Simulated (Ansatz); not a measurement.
## LiCdCl3, from a guessed structure to a relaxed one

Starting from a made-up structure for LiCdCl3, the aim is the relaxed cell, its shortest contacts and, where a second run follows, its electronic structure.

Calculated with Ansatz 0.2.0; DFT, PBEsol, plane-wave PAW, files of the set soft_1, scalar-relativistic, no spin, cell and ions relaxed at zero pressure; PAW set soft_1.

### 1. The starting structure

It takes space group P4mm (No. 99, tetragonal). Conventional cell: a = 5.091 Å, b = 5.091 Å, c = 5.146 Å, α = 90.00°, β = 90.00°, γ = 90.00°. Nearest to Cd lie 6 Cl at 2.40 to 2.75 Å. Nearest to Cl lie 2 Cd at 2.55 Å. Cl has 2 Cd at 2.40 to 2.75 Å nearest. Nearest to Li lie 12 Cl at 3.58 to 3.66 Å. Farther neighbours and most contacts between anions are not listed.

As a file:

```cif
data_structure
_symmetry_space_group_name_H-M 'P4mm'
_symmetry_Int_Tables_number 99
_cell_length_a 5.0910
_cell_length_b 5.0910
_cell_length_c 5.1460
_cell_angle_alpha 90.000
_cell_angle_beta 90.000
_cell_angle_gamma 90.000
_cell_volume 133.38
loop_
_atom_site_label
_atom_site_type_symbol
_atom_site_symmetry_multiplicity
_atom_site_Wyckoff_symbol
_atom_site_fract_x
_atom_site_fract_y
_atom_site_fract_z
_atom_site_occupancy
Cd1 Cd 1 b 0.50000 0.50000 0.51200 1
Cl1 Cl 2 c 0.50000 0.00000 0.50700 1
Cl2 Cl 1 b 0.50000 0.50000 0.97790 1
Li1 Li 1 a 0.00000 0.00000 0.99600 1
```

### 2. Relaxation of the guess

The guessed cell has no reason to be at equilibrium. It is relaxed with the atoms, within the space group of the guess.

input.yaml reads:

```yaml
crystal:
  lattice:
    - [5.091, 0.0, 0.0]
    - [0.0, 5.091, 0.0]
    - [0.0, 0.0, 5.146]
  atoms:
    - { symbol: Cd, position: [0.5, 0.5, 0.512] }
    - { symbol: Cl, position: [0.5, 0.0, 0.507] }
    - { symbol: Cl, position: [0.0, 0.5, 0.507] }
    - { symbol: Cl, position: [0.5, 0.5, 0.9779] }
    - { symbol: Li, position: [0.0, 0.0, 0.996] }
kpoints:
  mp_grid: { grid: [5, 5, 5] }
scf:
  occupations: { method: fermi_dirac, width: 0.05 }
hamiltonian:
  xc: pbesol
  pseudopotentials: { kind: paw, azcp: { folder: soft_1 }, xc_functional: pbe }
relax:
  f_tol: 0.015
  max_steps: 70
  cell: {}
output:
  forces: true
  stress: true
```

On the command line:

```bash
$ ansatz run input.yaml --threads 4 --pin off --max-ram 8192MiB --backend cpu --events-out ev --progress --plain --runs-dir out
```

Numbers of over 12 decimals in the logs are rounded to 6 here.

Log:

```text
Engine: ansatz 0.2.0, x86_64-unknown-linux-gnu
Pseudopotentials: kind: paw
Pseudopotential: Cd, paw, valence charge 20, recommended cutoff 420 eV (normal), soft_1/Cd.paw.azcp
Pseudopotential: Cl, paw, valence charge 7, recommended cutoff 420 eV (normal), soft_1/Cl.paw.azcp
Pseudopotential: Li, paw, valence charge 3, recommended cutoff 420 eV (normal), soft_1/Li.paw.azcp
Functional definition: PBEsol
  exchange = pbesol_x
  correlation = pbesol_c
Crystal: 5 atoms, lattice volume = 133.375 Å³
Basis set: ecut = 420 eV, 2577 PW (Γ), exchange–correlation on 72×72×72 points (8 copies of the dense FFT grid, shifted against one another)
Bands: 27, of which v1, the nominal top of the filled ones, is band 22 counted from 1 (21 counted from 0)
Symmetry: 8 space group operations
Space group: P4mm (ITA 99), of the structure as read, at distance tolerance 5.1e-5 Å
k-points: 18 of 125 (time reversal used)
Non-local potential: Cd, projectors of the file, l = 0: 3, l = 1: 2, l = 2: 2, l = 3: 1
Non-local potential: Cl, projectors of the file, l = 0: 2, l = 1: 2, l = 2: 1
Non-local potential: Li, projectors of the file, l = 0: 3, l = 1: 2, l = 2: 1
PAW form: soft (Blöchl's): semilocal exchange-correlation on the pseudo side does not see the compensation charge
PAW frozen core: Cd, regenerated for the run's functional, and the local potential with it (the file was generated under x = pbe(κ = 0.804, μ = 0.219515), c = pbe(β = 0.066725))
PAW frozen core: Cl, regenerated for the run's functional, and the local potential with it (the file was generated under x = pbe(κ = 0.804, μ = 0.219515), c = pbe(β = 0.066725))
PAW one-centre angular grid: Cd, 590 points (default); XC on 64 Gauss nodes
PAW one-centre angular grid: Cl, 110 points (default); XC on 64 Gauss nodes
PAW one-centre angular grid: Li, 110 points (default); XC on 64 Gauss nodes
Initial density: superposition of atomic densities (chi_scale 0.1, normalization cell), built separately for each of the 2 bonded fragments (scf.initial_density.interfragment_charge_transfer: auto; true builds it for the cell as a whole; a typed value also counts as a typed key of the start: scf.initial_density.chi_scale says what that changes, if anything)
Initial wavefunctions: pseudopotential atomic-orbital guess
Functional: x = pbesol(κ = 0.804, μ = 0.123457), c = pbesol(β = 0.046)
SCF iter   1: F=—  HF=-11577.065458 eV  |F-HF|=—  |Δ(HF+E_count)|=         —  Δρ=5.68e-2  dr2=5.35e0  ethr=3.10e-3  ⟨swp⟩=7.7  Hψ=2475  notcnv=0
preconditioner: auto → Resta (q_TF=auto, 2.268 Å⁻¹)  ε∞=3.2  [insulator: Δε(μ)=0.685 eV  Ē_g=12.738 eV  σ=0.050 eV  W_gap=0.99  n_scr=26 (ndim 8)  ℏωp=18.7 eV  f_vac=0.021  D(μ)=0.00/eV (n_scr^D=0)  ε∞_Penn≈3.2]
SCF iter   2: F=—  HF=-11575.086046 eV  |F-HF|=—  |Δ(HF+E_count)|=    1.98e0  Δρ=1.47e-2  dr2=6.23e-1  ethr=3.10e-3  ⟨swp⟩=3.0  Hψ=1159  notcnv=0  defer=15
SCF iter   3: F=—  HF=-11574.887135 eV  |F-HF|=—  |Δ(HF+E_count)|=   1.99e-1  Δρ=6.56e-3  dr2=1.61e-1  ethr=1.42e-3  ⟨swp⟩=3.6  Hψ=819  notcnv=0  defer=15
SCF iter   4: F=—  HF=-11574.846785 eV  |F-HF|=—  |Δ(HF+E_count)|=   4.03e-2  Δρ=1.47e-3  dr2=8.29e-3  ethr=3.66e-4  ⟨swp⟩=3.1  Hψ=951  notcnv=0  defer=17
SCF iter   5: F=—  HF=-11574.848000 eV  |F-HF|=—  |Δ(HF+E_count)|=   1.22e-3  Δρ=3.26e-4  dr2=2.85e-4  ethr=1.88e-5  ⟨swp⟩=2.2  Hψ=739  notcnv=0  defer=17
SCF iter   6: F=—  HF=-11574.848225 eV  |F-HF|=—  |Δ(HF+E_count)|=   2.25e-4  Δρ=1.09e-4  dr2=2.12e-5  ethr=6.47e-7  ⟨swp⟩=2.1  Hψ=780  notcnv=0  defer=17
SCF iter   7: F=—  HF=-11574.848271 eV  |F-HF|=—  |Δ(HF+E_count)|=   4.55e-5  Δρ=1.99e-5  dr2=8.38e-7  ethr=4.82e-8  ⟨swp⟩=2.0  Hψ=727  notcnv=0  defer=17
SCF iter   8: F=-11574.848272 eV  HF=-11574.848272 eV  |F-HF|=4.17e-8  |Δ(HF+E_count)|=   1.18e-6  Δρ=6.83e-6  dr2=7.09e-8  ethr=2.27e-10  ⟨swp⟩=5.3  Hψ=1897  notcnv=0
SCF 1 converged in 8 iterations: F = -11574.848272 eV  dr2 = 7.09e-8
  greatest PAW one-centre occupation: 1.000 electrons in one spin orbital (limit 2), on the Cd atom at site 0 (counted from 0), in its partial waves of l = 0
relax step   1: F+E_penalty+E_count = -11574.84827190 eV  Δ(F+E_penalty+E_count) = +0.000e0 eV  max|allowed force component| = 1.381e0 eV/Å  Δτ_max = 0.0000 Å  P = +0.656 GPa  Ω = 133.375 Å³  (8 SCF iters, dr2 threshold 1.00e-7 eV, accepted)
Crystal: 5 atoms, lattice volume = 132.369 Å³
Basis set: ecut = 420 eV, 2553 PW (Γ), exchange–correlation on 72×72×72 points (8 copies of the dense FFT grid, shifted against one another)
Initial density: handed on by an earlier stage of this run
Initial wavefunctions: those handed on with the density
iter 1 solved again at ethr=1.25e-4 eV; its pass at ethr=3.10e-3 eV (dr2=5.52e-2 eV) is discarded
SCF iter   1: F=—  HF=-11574.956346 eV  |F-HF|=—  |Δ(HF+E_count)|=         —  Δρ=7.63e-3  dr2=5.89e-2  ethr=1.25e-4  ⟨swp⟩=1.4  Hψ=2795  notcnv=0
preconditioner: auto → Resta (q_TF=auto, 2.271 Å⁻¹)  ε∞=3.8  [insulator: Δε(μ)=2.019 eV  Ē_g=11.275 eV  σ=0.050 eV  W_gap=1.00  n_scr=26 (ndim 8)  ℏωp=18.8 eV  f_vac=0.206  D(μ)=0.00/eV (n_scr^D=0)  ε∞_Penn≈3.8]
SCF iter   2: F=—  HF=-11574.942702 eV  |F-HF|=—  |Δ(HF+E_count)|=   1.36e-2  Δρ=3.27e-3  dr2=7.19e-3  ethr=1.25e-4  ⟨swp⟩=2.5  Hψ=834  notcnv=0
SCF iter   3: F=—  HF=-11574.942961 eV  |F-HF|=—  |Δ(HF+E_count)|=   2.59e-4  Δρ=7.45e-4  dr2=3.46e-4  ethr=1.64e-5  ⟨swp⟩=2.0  Hψ=796  notcnv=0
SCF iter   4: F=—  HF=-11574.943319 eV  |F-HF|=—  |Δ(HF+E_count)|=   3.58e-4  Δρ=2.30e-4  dr2=5.09e-5  ethr=7.87e-7  ⟨swp⟩=2.3  Hψ=882  notcnv=0
SCF iter   5: F=—  HF=-11574.943312 eV  |F-HF|=—  |Δ(HF+E_count)|=   6.31e-6  Δρ=4.58e-5  dr2=3.30e-6  ethr=1.16e-7  ⟨swp⟩=2.0  Hψ=802  notcnv=0
SCF iter   6: F=—  HF=-11574.943317 eV  |F-HF|=—  |Δ(HF+E_count)|=   4.74e-6  Δρ=1.67e-5  dr2=6.84e-7  ethr=1.14e-9  ⟨swp⟩=5.5  Hψ=1898  notcnv=0
SCF iter   7: F=-11574.943318 eV  HF=-11574.943318 eV  |F-HF|=8.67e-8  |Δ(HF+E_count)|=   2.85e-7  Δρ=5.30e-6  dr2=1.04e-7  ethr=1.14e-9  ⟨swp⟩=5.0  Hψ=1752  notcnv=0
SCF 2 converged in 7 iterations: F = -11574.943318 eV  dr2 = 1.04e-7
relax step   2: F+E_penalty+E_count = -11574.94331759 eV  Δ(F+E_penalty+E_count) = -9.505e-2 eV  max|allowed force component| = 1.188e-1 eV/Å  Δτ_max = 0.1943 Å  P = +0.264 GPa  Ω = 132.369 Å³  energy of the carried Pulay correction = +6.413e-5 eV  (7 SCF iters, dr2 threshold 5.00e-7 eV, accepted)
Crystal: 5 atoms, lattice volume = 133.592 Å³
iter 1 solved again at ethr=2.79e-5 eV; its pass at ethr=3.10e-3 eV (dr2=1.23e-2 eV) is discarded
SCF iter   1: F=—  HF=-11574.956194 eV  |F-HF|=—  |Δ(HF+E_count)|=         —  Δρ=3.14e-3  dr2=1.29e-2  ethr=2.79e-5  ⟨swp⟩=1.4  Hψ=2655  notcnv=0
[...]
relax step  11: F+E_penalty+E_count = -11575.62757348 eV  Δ(F+E_penalty+E_count) = -1.542e-2 eV  max|allowed force component| = 3.143e-1 eV/Å  Δτ_max = 0.1920 Å  P = +0.963 GPa  Ω = 132.818 Å³  energy of the carried Pulay correction = +3.541e-5 eV  (6 SCF iters, dr2 threshold 5.00e-7 eV, accepted)
relax step  12: F+E_penalty+E_count = -11575.65286347 eV  Δ(F+E_penalty+E_count) = -2.529e-2 eV  max|allowed force component| = 6.587e-2 eV/Å  Δτ_max = 0.0274 Å  P = +0.033 GPa  Ω = 136.450 Å³  energy of the carried Pulay correction = -1.910e-4 eV  (6 SCF iters, dr2 threshold 5.00e-7 eV, accepted)
relax step  13: F+E_penalty+E_count = -11575.66779054 eV  Δ(F+E_penalty+E_count) = -1.493e-2 eV  max|allowed force component| = 2.034e-1 eV/Å  Δτ_max = 0.0523 Å  P = -0.309 GPa  Ω = 138.297 Å³  energy of the carried Pulay correction = -3.024e-4 eV  (7 SCF iters, dr2 threshold 3.07e-7 eV, accepted)
relax step  14: F+E_penalty+E_count = -11575.68858909 eV  Δ(F+E_penalty+E_count) = -2.080e-2 eV  max|allowed force component| = 2.856e-1 eV/Å  Δτ_max = 0.0694 Å  P = -0.392 GPa  Ω = 138.904 Å³  energy of the carried Pulay correction = -3.385e-4 eV  (7 SCF iters, dr2 threshold 5.00e-7 eV, accepted)
relax step  15: F+E_penalty+E_count = -11575.71695290 eV  Δ(F+E_penalty+E_count) = -2.836e-2 eV  max|allowed force component| = 2.339e-1 eV/Å  Δτ_max = 0.1046 Å  P = -0.109 GPa  Ω = 140.775 Å³  energy of the carried Pulay correction = -4.480e-4 eV  (7 SCF iters, dr2 threshold 5.00e-7 eV, accepted)
relax step  16: F+E_penalty+E_count = -11575.68558492 eV  Δ(F+E_penalty+E_count) = +3.137e-2 eV  max|allowed force component| = 4.922e-1 eV/Å  Δτ_max = 0.1067 Å  P = -0.360 GPa  Ω = 139.320 Å³  energy of the carried Pulay correction = -3.630e-4 eV  (7 SCF iters, dr2 threshold 5.00e-7 eV, rejected (line search))
relax step  17: F+E_penalty+E_count = -11575.63228748 eV  Δ(F+E_penalty+E_count) = +8.467e-2 eV  max|allowed force component| = 9.850e-1 eV/Å  Δτ_max = 0.0952 Å  P = +1.228 GPa  Ω = 133.143 Å³  energy of the carried Pulay correction = +1.475e-5 eV  (11 SCF iters, rejected (line search))
relax step  18: F+E_penalty+E_count = -11575.72570184 eV  Δ(F+E_penalty+E_count) = -8.749e-3 eV  max|allowed force component| = 1.262e-2 eV/Å  Δτ_max = 0.0136 Å  P = -0.011 GPa  Ω = 139.638 Å³  energy of the carried Pulay correction = -3.817e-4 eV  (11 SCF iters, accepted)
relax step  19: F+E_penalty+E_count = -11575.72621536 eV  Δ(F+E_penalty+E_count) = -5.135e-4 eV  max|allowed force component| = 3.550e-3 eV/Å  Δτ_max = 0.0091 Å  P = +0.006 GPa  Ω = 139.521 Å³  energy of the carried Pulay correction = -3.749e-4 eV  (6 SCF iters, dr2 threshold 2.10e-8 eV, accepted)
relax step  20: F+E_penalty+E_count = -11575.73066322 eV  Δ(F+E_penalty+E_count) = -4.448e-3 eV  max|allowed force component| = 3.422e-3 eV/Å  Δτ_max = 0.0000 Å  P = +0.069 GPa  Ω = 139.521 Å³  stress off target by 2.09e-1 GPa  SCF on the basis re-selected at this cell (its energy is not comparable with the rows above)  (8 SCF iters)
relax step  21: F+E_penalty+E_count = -11575.73185538 eV  Δ(F+E_penalty+E_count) = -1.192e-3 eV  max|allowed force component| = 1.402e-2 eV/Å  Δτ_max = 0.0157 Å  P = +0.044 GPa  Ω = 140.366 Å³  energy of the carried Pulay correction = -5.184e-5 eV  (7 SCF iters, dr2 threshold 1.09e-7 eV, accepted)
relax step  22: F+E_penalty+E_count = -11575.73192152 eV  Δ(F+E_penalty+E_count) = -6.615e-5 eV  max|allowed force component| = 3.887e-3 eV/Å  Δτ_max = 0.0028 Å  P = +0.003 GPa  Ω = 140.637 Å³  energy of the carried Pulay correction = -6.821e-5 eV  (6 SCF iters, dr2 threshold 2.01e-8 eV, accepted)
iter 1 solved again at ethr=1.50e-6 eV; its pass at ethr=3.10e-3 eV (dr2=6.59e-4 eV) is discarded
SCF iter   1: F=—  HF=-11575.731588 eV  |F-HF|=—  |Δ(HF+E_count)|=         —  Δρ=5.07e-5  dr2=1.12e-7  ethr=1.50e-6  ⟨swp⟩=3.0  Hψ=3799  notcnv=0
eigensolver tolerance schedule: the retry pair's looser diagonalisation over-reported the residual by 5907.31 of it (diagonalisation noise at an unbounded share of the residual, at the tolerance the schedule requests for it); recorded, not acted on — ethr = c·dr2/N_el stays at c = 1.0e-1
preconditioner: auto → Resta (q_TF=auto, 2.248 Å⁻¹)  ε∞=3.4  [insulator: Δε(μ)=2.575 eV  Ē_g=11.856 eV  σ=0.050 eV  W_gap=1.00  n_scr=28 (ndim 8)  ℏωp=18.3 eV  f_vac=0.244  D(μ)=0.00/eV (n_scr^D=0)  ε∞_Penn≈3.4]
SCF iter   2: F=—  HF=-11575.731903 eV  |F-HF|=—  |Δ(HF+E_count)|=   3.16e-4  Δρ=2.56e-5  dr2=3.12e-8  ethr=2.54e-10  ⟨swp⟩=3.3  Hψ=1199  notcnv=0
SCF iter   3: F=—  HF=-11575.731986 eV  |F-HF|=—  |Δ(HF+E_count)|=   8.23e-5  Δρ=3.74e-6  dr2=2.62e-9  ethr=7.08e-11  ⟨swp⟩=2.2  Hψ=792  notcnv=0
SCF iter   4: F=—  HF=-11575.731987 eV  |F-HF|=—  |Δ(HF+E_count)|=   1.67e-6  Δρ=5.52e-7  dr2=5.55e-10  ethr=5.95e-12  ⟨swp⟩=2.0  Hψ=743  notcnv=0
SCF iter   5: F=—  HF=-11575.731987 eV  |F-HF|=—  |Δ(HF+E_count)|=   5.15e-9  Δρ=2.00e-7  dr2=1.31e-10  ethr=1.26e-12  ⟨swp⟩=2.2  Hψ=759  notcnv=0
SCF iter   6: F=-11575.731987 eV  HF=-11575.731987 eV  |F-HF|=8.91e-11  |Δ(HF+E_count)|=  6.33e-10  Δρ=1.19e-7  dr2=2.09e-11  ethr=1.00e-12  ⟨swp⟩=5.2  Hψ=1910  notcnv=0
SCF 23 converged in 6 iterations: F = -11575.731987 eV  dr2 = 2.09e-11
relax step  23: F+E_penalty+E_count = -11575.73198746 eV  Δ(F+E_penalty+E_count) = -6.594e-5 eV  max|allowed force component| = 3.963e-3 eV/Å  Δτ_max = 0.0000 Å  P = +0.003 GPa  Ω = 140.637 Å³  stress off target by 5.25e-3 GPa  SCF on the basis re-selected at this cell (its energy is not comparable with the rows above)  (6 SCF iters)
basis re-selected at this cell: Δ(F+E_penalty+E_count) = -6.594e-5 eV, ΔP = -0.000 GPa vs the last step (what re-selecting the basis moved, of the pressure what is left beyond the Pulay correction that the steps carried, after the strain that the cell walked since its last selection, with what the two solves' SCF thresholds leave and, on support functions, any second-order correction that the steps lacked; it is no m [...]
SCF converged after 6 iterations
Free energy (F): -11575.731987 eV
Harris-Foulkes:  -11575.731987 eV  (|F-HF|=8.91e-11)
Internal energy: -11575.731987 eV  (E = F + TS)
E sigma→0 (E₀):  -11575.731987 eV
Fermi energy:    2.553527 eV
--- Per-component energies (eV) ---
  E_band       = -779.369467
  E_kinetic    = 913.629898
  E_local      = -6266.953760  (includes V_loc(G=0)·N_el)
  E_nonlocal   = 200.139807
  E_hartree    = 2756.156189
  E_xc         = -482.441477
  E_vxc        = -553.798276  (∫ρ·V_xc dr)
  E_paw        = -5978.522394  (= ΣΔE_a)
  E_vpaw       = -584.700312  (= ΣTr[D̂ρ^β])
  E_aug_tail   = 0.000893  (compensation charges beyond the density's cutoff)
  E_ewald      = -2718.318400
  E_core_change = 0.577257  (= ΣΔE_core)
  E_smearing   = -0.000000  (= −TS)
  E_closure    = 0.000000  (closes the sum)
  Σ components = -11575.731987   (vs F -11575.731987, Δ=0.00e0)
--- Forces (eV/Å), atoms counted from 1 ---
  atom   1  Cd     0.00000000    -0.00000000     0.00396335
  atom   2  Cl     0.00000000     0.00000000    -0.00187371
  atom   3  Cl    -0.00000000    -0.00000000    -0.00187371
  atom   4  Cl    -0.00000000     0.00000000    -0.00060602
  atom   5  Li     0.00000000    -0.00000000     0.00039244
  max |Σ_I F_I| component: 2.36e-6 eV/Å
--- Stress (GPa, compression-positive) ---
        0.001238      -0.000000      -0.000000
       -0.000000       0.001238       0.000000
        0.000000       0.000000       0.005246
  P = ⅓ Tr σ = 0.0026 GPa (0.026 kbar)
--- Relaxed structure (21 steps of the walk, 19 accepted, 2 SCFs on fresh bases) ---
  F+E_penalty+E_count = -11575.73198746 eV   max|allowed force component| = 3.963e-3 eV/Å   (the final SCF, on the basis selected at the relaxed cell)
  cell:  # Å, volume = 140.6368 Å³
    - [4.767203, 0, 0]
    - [0.0, 4.767203, 0.0]
    - [0, 0.0, 6.188305]
  atoms:
    - { symbol: Cd, position: [0.5, 0.5, 0.445858] }
    - { symbol: Cl, position: [0.5, 0, 0.621375] }
    - { symbol: Cl, position: [0, 0.5, 0.621375] }
    - { symbol: Cl, position: [0.5, 0.5, 1.064300] }
    - { symbol: Li, position: [0, 0, 0.746992] }
```

It took 32 s on 4 threads of Intel Xeon 6975P-C (Granite Rapids), shared host; peak memory 0.57 GiB.

The steps of the relaxation (22 of 23):

```
step  energy less that of the first step (eV)  largest force component (eV/Å)  pressure (GPa)  volume (Å³)
   1                                   0.0000                          1.3808            0.66       133.38
   2                                  -0.0950                          0.1188            0.26       132.37
   3                                  -0.1038                          0.1877           -0.02       133.59
   4                                  -0.1089                          0.1679           -0.07       133.84
   5                                  -0.1892                          0.3932           -0.47       134.80
   6                                  -0.2996                          0.5725           -0.62       134.71
   7                                  -0.4032                          0.7433           -0.59       134.42
   8                                  -0.5625                          0.5439           -0.15       133.24
   9                                  -0.6928                          0.3270            0.15       132.66
  10                                  -0.7639                          0.2050            0.35       132.92
  11                                  -0.7793                          0.3143            0.96       132.82
  13                                  -0.8195                          0.2034           -0.31       138.30
  14                                  -0.8403                          0.2856           -0.39       138.90
  15                                  -0.8687                          0.2339           -0.11       140.78
  16                                  -0.8373                          0.4922           -0.36       139.32
  17                                  -0.7840                          0.9850            1.23       133.14
  18                                  -0.8774                          0.0126           -0.01       139.64
  19                                  -0.8779                          0.0036            0.01       139.52
 20*                                  -0.8824                          0.0034            0.07       139.52
  21                                  -0.8836                          0.0140            0.04       140.37
  22                                  -0.8837                          0.0039            0.00       140.64
 23*                                  -0.8837                          0.0040            0.00       140.64
```

Relaxation steps marked * repeat the geometry before them on a plane-wave basis chosen anew for their cell, so energy and pressure can jump there. Other such steps can lie between the rows shown. Relaxation steps 16, 17 were tried and not accepted.

The run keeps the 8 symmetry operations that it works with, so distortions that break them were not tested.

```
     cell as run  before  after   change
           a (Å)   5.091  4.767   -6.4 %
           b (Å)   5.091  4.767   -6.4 %
           c (Å)   5.146  6.188  +20.3 %
volume (Å³/atom)   26.68  28.13   +5.4 %
```

The atoms that moved most (Å, as changes of fractional coordinates times the final cell):

```
atom     dx     dy      dz  length
 Li5  0.000  0.000  -1.541   1.541
 Cl2  0.000  0.000   0.708   0.708
 Cl3  0.000  0.000   0.708   0.708
 Cl4  0.000  0.000   0.535   0.535
 Cd1  0.000  0.000  -0.409   0.409
```

Final coordinates:

```
Cd Cl Li
1.0
     4.76720    0.00000    0.00000
     0.00000    4.76720    0.00000
     0.00000    0.00000    6.18831
Cd Cl Li
1 3 1
Cartesian
  2.3836 2.3836 2.7591
  2.3836 0.0000 3.8453
  0.0000 2.3836 3.8453
  2.3836 2.3836 6.5862
  0.0000 0.0000 4.6226
```

Numbers from this step:

* free energy: -11575.7320 eV
* Fermi energy: 2.554 eV
* gap by band count: 2.575 eV
* electrons: 44
* symmetry operations: 8
* pressure: 0.002574 GPa

Shortest distances by pair of elements, guess and relaxed (not always the same contact):

```
 pair  guess (Å)  relaxed (Å)
Cd–Cl      2.398        2.361
Cl–Li      3.579        2.507
Cl–Cl      3.515        3.371
Cd–Li      4.378        3.852
Cd–Cd      5.091        4.767
```

The relaxation ends with a largest force component of 0.0040 eV/Å and a pressure of 0.00 GPa.

### 3. What came out

```yaml
space_group_relaxed: P4mm
conventional_cell: a = 4.767, b = 4.767, c = 6.188 Å; α = 90.0°, β = 90.0°, γ = 90.0°
volume_per_atom: 28.13 Å³ (guess 26.68)
```

What this shows: LiCdCl3 relaxes to P4mm with a = 4.767, b = 4.767 and c = 6.188 Å. The guessed volume was 5 % too small. The space group P4mm was held in the relaxation, so the end point is a stationary structure within it and may be a saddle against distortions or other arrangements. Mesh and cutoff weren't tested. A vector of the cell changed its length by 20 %, so the starting arrangement is largely lost and the mesh was laid for another shape. No dispersion term is used, so weakly bound directions may come out too long. Nothing here tests whether the compound is stable against decomposition.

[Logs are printed without paths, hosts, clocks, repeated set-up lines and the standing remarks that a program may print on its own settings, such as how far it seeks lower states.]

[Hosts, paths, dates, database ids (printed as entryN), source tags and the programs' standing remarks are cut or masked in the printed files.]
